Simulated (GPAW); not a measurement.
## Ballistic transport through N2 in line between two C chains, cheap and dear

Aim: T(E), conductance and thermopower of N2 in line between two C chains, and what cheaper settings cost in accuracy.

Calculated with GPAW 26.7.0; GPAW LCAO, PAW setups; Landauer transmission from Green's functions with principal layers (ASE), zero bias.

### Step 1. The structure

The cell holds 14 atoms: 12 C and 2 N. Cell: a = 9.000 Å, b = 9.000 Å, c = 17.732 Å, α = 90.0°, β = 90.0°, γ = 90.0°. Regions: left lead, 6 atoms (6 C); channel, 2 atoms (2 N); right lead, 6 atoms (6 C). Vacuum lies along a and b. The structure is stacked along c, and the current runs across the ab planes.

### Step 2. GPAW, dzp

The script solves lead and junction separately, takes H and S in the orbital basis, and joins semi-infinite leads through their self-energies; the dzp basis is the working standard.

Input file run.py:

```python
import json
import numpy as np
from ase import Atoms
from ase.transport.calculators import TransportCalculator
from gpaw import GPAW, FermiDirac
from gpaw.lcao.tools import get_lcao_hamiltonian
from scipy.linalg import eigh

# The junction with lead layers at both ends, along the third cell vector
device = Atoms(
    ['C', 'C', 'C', 'C', 'C', 'C', 'N', 'N', 'C', 'C', 'C', 'C', 'C', 'C'],
    positions=[
        [4.50000, 4.50000, 0.64000],
        [4.50000, 4.50000, 1.92000],
        [4.50000, 4.50000, 3.20000],
        [4.50000, 4.50000, 4.48000],
        [4.50000, 4.50000, 5.76000],
        [4.50000, 4.50000, 7.04000],
        [4.50000, 4.50000, 8.29590],
        [4.50000, 4.50000, 9.43590],
        [4.50000, 4.50000, 10.69180],
        [4.50000, 4.50000, 11.97180],
        [4.50000, 4.50000, 13.25180],
        [4.50000, 4.50000, 14.53180],
        [4.50000, 4.50000, 15.81180],
        [4.50000, 4.50000, 17.09180]],
    cell=[[9.0, 0.0, 0.0], [0.0, 9.0, 0.0], [0.0, 0.0, 17.7318]],
    pbc=True)

# One principal layer of the lead: the first 4 atoms of the device
lead = Atoms(
    ['C', 'C', 'C', 'C'],
    positions=[
        [4.50000, 4.50000, 0.64000],
        [4.50000, 4.50000, 1.92000],
        [4.50000, 4.50000, 3.20000],
        [4.50000, 4.50000, 4.48000]],
    cell=[[9.0, 0.0, 0.0], [0.0, 9.0, 0.0], [0.0, 0.0, 5.12]],
    pbc=True)

settings = dict(mode='lcao', basis='dzp', xc='PBE', h=0.18,
                occupations=FermiDirac(0.1), maxiter=250,
                mixer=dict(beta=0.1, nmaxold=8, weight=100.0),
                convergence=dict(density=0.0001))
energies = np.arange(-2, 2 + 1e-9, 0.05)
eta = 0.0001
n1, n2 = 1, 1
# k and -k transmit alike, so half of the mesh across the current serves
mesh = [(i, j) for i in range(n1) for j in range(n2) if (i, j) <= (-i % n1, -j % n2)]
weights = np.array([1 if (i, j) == (-i % n1, -j % n2) else 2 for i, j in mesh]) / (n1 * n2)


def ground_state(atoms, size, txt):
    atoms.calc = GPAW(kpts={'size': size, 'gamma': True}, symmetry={'tolerance': 1e-3}, txt=txt, **settings)
    atoms.get_potential_energy()
    return atoms.calc.get_fermi_level()


def blocks(atoms, fermi, points, nz, cells):
    """H - E_F S and S between cell 0 and the cells above it, at each point across the current."""
    kz = np.arange(nz) / nz
    calc = atoms.calc.fixed_density(kpts=[(*k, z) for k in points for z in kz], symmetry='off', txt=None)
    H, S = get_lcao_hamiltonian(calc)
    H = (H - fermi * S).reshape(len(H), len(points), nz, *S.shape[1:])
    S = S.reshape(H.shape[1:])
    phases = [np.exp(-2j * np.pi * kz * R) / nz for R in cells]
    return [(np.einsum('skzij,z->ksij', H, p), np.einsum('kzij,z->kij', S, p)) for p in phases]


def pair(a, b):
    return np.block([[a, b], [b.T.conj(), a]])


def count_channels(h, s, cells, nk=240):
    """Half the number of times that the lead's bands cross each energy, unfolded to its shortest repeat."""
    b = len(h) // cells
    bands = []
    for k in (np.arange(nk + 1) + 0.5) / nk:
        hk, sk = h[:b, :b].copy(), s[:b, :b].copy()
        for R in range(1, cells):
            phase, block = np.exp(2j * np.pi * k * R), slice(R * b, (R + 1) * b)
            hk += h[:b, block] * phase + (h[:b, block] * phase).T.conj()
            sk += s[:b, block] * phase + (s[:b, block] * phase).T.conj()
        bands.append(eigh(hk, sk, eigvals_only=True))
    below = np.array(bands)[:, :, None] < energies
    return (below[1:] != below[:-1]).sum((0, 1)) / 2


fermi_lead = ground_state(lead, (1, 1, 22), 'lead.txt')
fermi_device = ground_state(device, (1, 1, 4), 'device.txt')
T, channels, eigen, tail, misfit, shifts = [], [], [], 0.0, 0.0, []
for first in range(0, len(mesh), 566):
    points = [(i / n1, j / n2) for i, j in mesh[first:first + 566]]
    (H0k, S0k), (H1k, S1k), (H2k, _) = blocks(lead, fermi_lead, points, 5, range(3))
    [(Hk, Sk)] = blocks(device, fermi_device, points, 2, [0])
    tail = max(tail, abs(H2k).max())
    for H0, S0, H1, S1, H, S in zip(H0k, S0k, H1k, S1k, Hk, Sk):
        n = len(S0)
        # Shift the lead onto the potential of the device's first layer
        shift = ((H[:, 0, 0] - H0[:, 0, 0]) / S0[0, 0]).real.mean()
        shifts.append(shift)
        misfit = max(misfit, abs(H[:, :n, :n] - H0 - shift * S0).max())
        Tk, Ck, Ek = [], [], []
        for s in range(len(H)):
            t = s % len(H0)  # a lead without moments serves both spins
            h1, s1 = pair(H0[t] + shift * S0, H1[t] + shift * S1), pair(S0, S1)
            leads = dict(h1=h1, s1=s1, energies=energies, eta=eta, eta1=eta, eta2=eta)
            calc = TransportCalculator(h=H[s], s=S, eigenchannels=3, **leads)
            Tk.append(calc.get_transmission())
            Ek.append(np.sort(calc.eigenchannels_ne, axis=0)[::-1])
            Ck.append(count_channels(h1, s1, 8))
        T.append(Tk)
        channels.append(Ck)
        eigen.append(Ek)
T, channels = np.array(T), np.array(channels)
mean, open_channels = np.einsum('kse,k->se', T, weights), np.einsum('kse,k->se', channels, weights)

print(f'basis functions: device {len(S)}, principal layer {n}')
print(f'Fermi level: lead {fermi_lead:.4f} eV, device {fermi_device:.4f} eV; lead shifted by {np.mean(shifts):.4f} eV')
print(f'largest coupling past the next layer {tail:.2e} eV, largest misfit of the first layer {misfit:.3f} eV')
print('  E-E_F (eV)   ' + 'T (one spin)  channels')
for e, t, c in zip(energies, mean.T, open_channels.T):
    print(f'{e:10.3f}  ', *[f'{x:11.4e}' for x in t], *[f'{x:9.4f}' for x in c])

kT = 8.617333e-5 * 500
fine = np.linspace(energies[0], energies[-1], 4001)
both = np.exp(np.interp(fine, energies, np.log(np.maximum(mean.sum(0) * 2 / len(mean), 1e-30))))
fermi = lambda mu: 1 / (1 + np.exp(np.clip((fine - mu) / kT, -200, 200)))
slope = fermi(0) * (1 - fermi(0)) / kT
G = np.trapezoid(both * slope, fine) / 2
seebeck = -np.trapezoid(both * slope * fine, fine) / (2 * G * 500) * 1e6
print(f'conductance at 500 K: {G:.5g} G0 a cell; thermopower {seebeck:.4g} uV/K')
bias = [0.1, 0.2, 0.5, 1.0, 1.5, 2.0]
current = [38.74 * np.trapezoid(both * (fermi(V / 2) - fermi(-V / 2)), fine) for V in bias]
for V, I in zip(bias, current):
    print(f'current from the zero-bias T(E) at {V} V: {I:.5g} uA')
zero = abs(energies).argmin()
json.dump(dict(energies=energies.tolist(), T=mean.tolist(), channels=open_channels.tolist(), G=G, seebeck=seebeck,
               bias=bias, current=current, tail=tail, misfit=misfit, shift=np.mean(shifts), n_device=len(S), n_lead=n,
               fermi=[fermi_lead, fermi_device], energy=device.get_potential_energy(),
               moments=device.get_magnetic_moments().tolist(), mesh=mesh, weights=weights.tolist(),
               T_k=T[:, :, zero].tolist(), eigen=np.array(eigen[0]).tolist()), open('result.json', 'w'))
```

The run is started by

```sh
$ OMP_NUM_THREADS=1 OPENBLAS_NUM_THREADS=1 python run.py
```

The log of the run:

```text
basis functions: device 182, principal layer 52
Fermi level: lead -4.2220 eV, device -3.7517 eV; lead shifted by -0.0347 eV
largest coupling past the next layer 1.00e-04 eV, largest misfit of the first layer 0.111 eV
  E-E_F (eV)   T (one spin)  channels
    -2.000    1.9890e+00    2.0000
    -1.950    1.9887e+00    2.0000
    -1.900    1.9883e+00    2.0000
    -1.850    1.9880e+00    2.0000
    -1.800    1.9877e+00    2.0000
    -1.750    1.9874e+00    2.0000
    -1.700    1.9871e+00    2.0000
    -1.650    1.9868e+00    2.0000
    -1.600    1.9864e+00    2.0000
    -1.550    1.9861e+00    2.0000
    -1.500    1.9858e+00    2.0000
    -1.450    1.9855e+00    2.0000
    -1.400    1.9851e+00    2.0000
    -1.350    1.9847e+00    2.0000
    -1.300    1.9844e+00    2.0000
    -1.250    1.9840e+00    2.0000
[...]
1.650    1.8943e+00    2.0000
     1.700    1.8915e+00    2.0000
     1.750    1.8887e+00    2.0000
     1.800    1.8859e+00    2.0000
     1.850    1.8830e+00    2.0000
     1.900    1.8800e+00    2.0000
     1.950    1.8771e+00    2.0000
     2.000    1.8741e+00    2.0000
conductance at 500 K: 1.9634 G0 a cell; thermopower 0.1703 uV/K
current from the zero-bias T(E) at 0.1 V: 15.213 uA
current from the zero-bias T(E) at 0.2 V: 30.425 uA
current from the zero-bias T(E) at 0.5 V: 76.056 uA
current from the zero-bias T(E) at 1.0 V: 152.06 uA
current from the zero-bias T(E) at 1.5 V: 227.98 uA
current from the zero-bias T(E) at 2.0 V: 303.77 uA
```

Elapsed: 59 s, on 1 thread of Arm Neoverse N1, shared host; peak memory 0.82 GiB.

This step gave:

```
conductance                                             : 1.963 G₀
largest coupling past the next principal layer          : 1.00e-4 eV
largest misfit of the first principal layer             : 0.1110 eV
shift that aligns the lead                              : -0.03466 eV
basis functions of the junction                         : 182
basis functions of a principal layer                    : 52
transmission at the Fermi level (one spin)              : 1.963
open channels of the lead at the Fermi level (one spin) : 2
```

One spin. The transmission, zone mean by energy, zero at the Fermi level:

energy (eV), transmission, zone mean and a bar from the least value:
```
    -2.00       1.99 ##############################
    -1.90       1.99 ##############################
    -1.80       1.99 ##############################
    -1.70       1.99 #############################
    -1.55       1.99 #############################
    -1.45       1.99 #############################
    -1.35       1.98 #############################
    -1.25       1.98 #############################
    -1.15       1.98 ############################
    -1.05       1.98 ############################
    -0.90       1.98 ############################
    -0.80       1.98 ###########################
    -0.70       1.98 ###########################
    -0.60       1.98 ###########################
    -0.50       1.97 ##########################
    -0.40       1.97 ##########################
    -0.25       1.97 #########################
    -0.15       1.97 ########################
    -0.05       1.96 ########################
     0.00       1.96 #######################
     0.05       1.96 #######################
     0.15       1.96 ######################
     0.25       1.96 #####################
     0.40       1.95 ####################
     0.50       1.95 ###################
     0.60       1.94 ##################
     0.70       1.94 #################
     0.80       1.94 ################
     0.90       1.93 ###############
     1.05       1.92 #############
     1.15       1.92 ############
     1.25       1.92 ###########
     1.35       1.91 #########
     1.45       1.90 ########
     1.55       1.90 #######
     1.70       1.89 #####
     1.80       1.89 ###
     1.90       1.88 ##
     2.00       1.87
```

Crossings of the lead's bands, unfolded to its shortest repeat. The open channels, zone mean stays at 2 for energy from -2 to 2 eV.

Not self-consistent under bias; the bias window is split evenly. The current through one cell, from the zero-bias transmission by bias:

```tsv
bias (V)	current through one cell, from the zero-bias transmission (μA)
0.100	15.2
0.200	30.4
0.500	76.1
1.000	152
1.500	228
2.000	304
```

Transmission of the three most open eigenchannels against energy, zero at the Fermi level:

```tsv
energy (eV)	channel 1 = channel 2	channel 3
-2.00	0.995	0
-1.85	0.994	0
-1.70	0.994	0
-1.60	0.993	0
-1.45	0.993	0
-1.30	0.992	0
-1.15	0.992	0
-1.05	0.991	0
-0.90	0.990	0
-0.75	0.989	0
-0.60	0.988	0
-0.50	0.987	0
-0.35	0.986	0
-0.20	0.984	0
-0.05	0.982	0
0.00	0.982	0
0.05	0.981	0
0.20	0.979	0
0.35	0.976	0
0.50	0.974	0
0.60	0.972	0
0.75	0.969	0
0.90	0.966	0
1.05	0.962	0
1.15	0.960	0
1.30	0.956	0
1.45	0.952	0
1.60	0.949	0
1.70	0.946	0
1.85	0.941	0
2.00	0.937	0
```

Couplings past the next layer reach 1.0e-4 eV, small enough to drop; the matrix elements of the cell's first layer differ from the bulk lead's by up to 0.11 eV. That layer keeps its own values in the calculation, and only beyond it is the lead taken as perfect. The Fermi levels of lead and junction count from different zeros of potential, one for each periodic cell; with both set to zero, the small remaining shift is what aligns them. By hand: G = 1.963 × 77.48 μS = 152 μS, a resistance of 6.57 kΩ; at 0.1 V a linear junction would pass 15.2 μA, and the integral over the bias window gives 15.2 μA.

### Step 3. GPAW, szp: basis = "szp(dzp)"

One radial function a shell plus polarisation makes the matrices smaller; the question is what that costs.

run.py: that of step 2 with these lines changed.

```diff
@@ -40,3 +40,3 @@
 
-settings = dict(mode='lcao', basis='dzp', xc='PBE', h=0.18,
+settings = dict(mode='lcao', basis='szp(dzp)', xc='PBE', h=0.18,
                 occupations=FermiDirac(0.1), maxiter=250,
```

The log of the run:

```text
basis functions: device 126, principal layer 36
Fermi level: lead -6.8471 eV, device -6.4485 eV; lead shifted by -0.0212 eV
largest coupling past the next layer 1.01e-04 eV, largest misfit of the first layer 0.101 eV
  E-E_F (eV)   T (one spin)  channels
    -2.000    1.9783e+00    2.0000
    -1.950    1.9780e+00    2.0000
    -1.900    1.9778e+00    2.0000
    -1.850    1.9776e+00    2.0000
    -1.800    1.9774e+00    2.0000
    -1.750    1.9773e+00    2.0000
    -1.700    1.9771e+00    2.0000
    -1.650    1.9770e+00    2.0000
    -1.600    1.9768e+00    2.0000
    -1.550    1.9767e+00    2.0000
    -1.500    1.9766e+00    2.0000
    -1.450    1.9764e+00    2.0000
    -1.400    1.9762e+00    2.0000
    -1.350    1.9760e+00    2.0000
    -1.300    1.9758e+00    2.0000
    -1.250    1.9756e+00    2.0000
[...]
1.650    1.8700e+00    2.0000
     1.700    1.8666e+00    2.0000
     1.750    1.8631e+00    2.0000
     1.800    1.8595e+00    2.0000
     1.850    1.8559e+00    2.0000
     1.900    1.8522e+00    2.0000
     1.950    1.8485e+00    2.0000
     2.000    1.8447e+00    2.0000
conductance at 500 K: 1.9537 G0 a cell; thermopower 0.2016 uV/K
current from the zero-bias T(E) at 0.1 V: 15.137 uA
current from the zero-bias T(E) at 0.2 V: 30.274 uA
current from the zero-bias T(E) at 0.5 V: 75.676 uA
current from the zero-bias T(E) at 1.0 V: 151.29 uA
current from the zero-bias T(E) at 1.5 V: 226.79 uA
current from the zero-bias T(E) at 2.0 V: 302.12 uA
```

Wall time 46 s (1 thread); peak memory 0.81 GiB.

Numbers from this step:

```yaml
conductance: 1.954 G₀
largest_coupling_past_the_next_principal_layer: 1.01e-4 eV
largest_misfit_of_the_first_principal_layer: 0.1006 eV
shift_that_aligns_the_lead: -0.02123 eV
basis_functions_of_the_junction: 126
basis_functions_of_a_principal_layer: 36
transmission_at_the_fermi_level_one_spin: 1.954
```

One spin. Table of transmission, zone mean by energy, zero at the Fermi level:

```tsv
energy (eV)	transmission, zone mean
-2.000	1.98
-1.800	1.98
-1.600	1.98
-1.400	1.98
-1.200	1.98
-1.000	1.97
-0.800	1.97
-0.600	1.97
-0.400	1.96
-0.200	1.96
0.000	1.95
0.200	1.95
0.400	1.94
0.600	1.93
0.800	1.92
1.000	1.91
1.200	1.90
1.400	1.89
1.600	1.87
1.800	1.86
2.000	1.84
```

Crossings of the lead's bands, unfolded to its shortest repeat. The open channels, zone mean stays at 2 for energy from -2 to 2 eV.

Not self-consistent under bias; the bias window is split evenly. The current through one cell, from the zero-bias transmission by bias:

```tsv
bias (V)	current through one cell, from the zero-bias transmission (μA)
0.100	15.1
0.200	30.3
0.500	75.7
1.000	151
1.500	227
2.000	302
```

Transmission of the three most open eigenchannels against energy, zero at the Fermi level:

```tsv
energy (eV)	channel 1 = channel 2	channel 3
-2.00	0.989	0
-1.90	0.989	0
-1.80	0.989	0
-1.70	0.989	0
-1.55	0.988	0
-1.45	0.988	0
-1.35	0.988	0
-1.25	0.988	0
-1.15	0.987	0
-1.05	0.987	0
-0.90	0.986	0
-0.80	0.986	0
-0.70	0.985	0
-0.60	0.984	0
-0.50	0.983	0
-0.40	0.982	0
-0.25	0.981	0
-0.15	0.979	0
-0.05	0.978	0
0.00	0.977	0
0.05	0.976	0
0.15	0.974	0
0.25	0.972	0
0.40	0.969	0
0.50	0.967	0
0.60	0.965	0
0.70	0.963	0
0.80	0.960	0
0.90	0.958	0
1.05	0.954	0
1.15	0.951	0
1.25	0.948	0
1.35	0.945	0
1.45	0.942	0
1.55	0.938	0
1.70	0.933	0
1.80	0.930	0
1.90	0.926	0
2.00	0.922	0
```

The conductance, 1.95 G₀, lies 0.5 % below that of the dzp run.

### Step 4. GPAW, sz: basis = "sz(dzp)"

The minimal basis is the cheapest rung: no second zeta and no polarisation.

run.py: that of step 3 with these lines changed.

```diff
@@ -40,3 +40,3 @@
 
-settings = dict(mode='lcao', basis='szp(dzp)', xc='PBE', h=0.18,
+settings = dict(mode='lcao', basis='sz(dzp)', xc='PBE', h=0.18,
                 occupations=FermiDirac(0.1), maxiter=250,
```

The log of the run:

```text
basis functions: device 56, principal layer 16
Fermi level: lead -7.7080 eV, device -7.2517 eV; lead shifted by -0.0243 eV
largest coupling past the next layer 1.01e-04 eV, largest misfit of the first layer 0.098 eV
  E-E_F (eV)   T (one spin)  channels
    -2.000    1.9847e+00    2.0000
    -1.950    1.9845e+00    2.0000
    -1.900    1.9844e+00    2.0000
[...]
1.950    1.8577e+00    2.0000
     2.000    1.8539e+00    2.0000
conductance at 500 K: 1.9608 G0 a cell; thermopower 0.1989 uV/K
current from the zero-bias T(E) at 0.1 V: 15.192 uA
current from the zero-bias T(E) at 0.2 V: 30.383 uA
current from the zero-bias T(E) at 0.5 V: 75.951 uA
current from the zero-bias T(E) at 1.0 V: 151.85 uA
current from the zero-bias T(E) at 1.5 V: 227.63 uA
current from the zero-bias T(E) at 2.0 V: 303.25 uA
```

It took 33 s on 1 thread; peak memory 0.76 GiB.

Numbers from this step:

```yaml
conductance: 1.961 G₀
largest_misfit_of_the_first_principal_layer: 0.09810 eV
shift_that_aligns_the_lead: -0.02433 eV
basis_functions_of_the_junction: 56
basis_functions_of_a_principal_layer: 16
transmission_at_the_fermi_level_one_spin: 1.961
```

One spin. The transmission, zone mean by energy, zero at the Fermi level:

energy (eV), transmission, zone mean and a bar from the least value:
```
   -2.000       1.98 ##############################
   -1.800       1.98 ##############################
   -1.600       1.98 ##############################
   -1.400       1.98 ##############################
   -1.200       1.98 #############################
   -1.000       1.98 #############################
   -0.800       1.98 #############################
   -0.600       1.98 ############################
   -0.400       1.97 ###########################
   -0.200       1.97 ##########################
    0.000       1.96 #########################
    0.200       1.95 #######################
    0.400       1.95 #####################
    0.600       1.94 ###################
    0.800       1.93 #################
    1.000       1.92 ###############
    1.200       1.91 ############
    1.400       1.90 ##########
    1.600       1.88 #######
    1.800       1.87 ###
    2.000       1.85
```

The conductance equals that of the dzp run to 0.2 %.

### Step 5. RPBE in the dzp basis: xc = "RPBE"

Back in the dzp basis, the functional changes from PBE to RPBE, to set the spread between functionals beside that between bases.

run.py: that of step 4 with these lines changed.

```diff
@@ -40,3 +40,3 @@
 
-settings = dict(mode='lcao', basis='sz(dzp)', xc='PBE', h=0.18,
+settings = dict(mode='lcao', basis='dzp', xc='RPBE', h=0.18,
                 occupations=FermiDirac(0.1), maxiter=250,
```

The log of the run:

```text
basis functions: device 182, principal layer 52
Fermi level: lead -4.1289 eV, device -3.6559 eV; lead shifted by -0.0349 eV
largest coupling past the next layer 1.00e-04 eV, largest misfit of the first layer 0.113 eV
  E-E_F (eV)   T (one spin)  channels
    -2.000    1.9892e+00    2.0000
    -1.950    1.9889e+00    2.0000
    -1.900    1.9885e+00    2.0000
[...]
1.950    1.8763e+00    2.0000
     2.000    1.8733e+00    2.0000
conductance at 500 K: 1.9631 G0 a cell; thermopower 0.1727 uV/K
current from the zero-bias T(E) at 0.1 V: 15.21 uA
current from the zero-bias T(E) at 0.2 V: 30.419 uA
current from the zero-bias T(E) at 0.5 V: 76.042 uA
current from the zero-bias T(E) at 1.0 V: 152.04 uA
current from the zero-bias T(E) at 1.5 V: 227.94 uA
current from the zero-bias T(E) at 2.0 V: 303.71 uA
```

Elapsed: 56 s, on 1 thread; peak memory 0.82 GiB.

This step gave:

```yaml
conductance: 1.963 G₀
largest_coupling_past_the_next_principal_layer: 1.00e-4 eV
largest_misfit_of_the_first_principal_layer: 0.1132 eV
shift_that_aligns_the_lead: -0.03487 eV
basis_functions_of_the_junction: 182
basis_functions_of_a_principal_layer: 52
transmission_at_the_fermi_level_one_spin: 1.963
```

The conductance equals that of the dzp run to 0.2 %.

### Step 6. All levels side by side

Times are for 1 thread of Arm Neoverse N1, shared host. The runs compared:

```tsv
no.	run	conductance (G₀)	time	memory (GiB)
1	dzp	1.963	59 s	0.82
2	szp	1.954	46 s	0.81
3	sz	1.961	33 s	0.76
4	dzp RPBE	1.963	56 s	0.82
```

(Part 1 of 2 ends here.)

[Logs are printed without paths, hosts, clocks, repeated set-up lines and the standing remarks that a program may print on its own settings, such as how far it seeks lower states.]

[Hosts, paths, dates, database ids (printed as entryN), source tags and the programs' standing remarks are cut or masked in the printed files.]
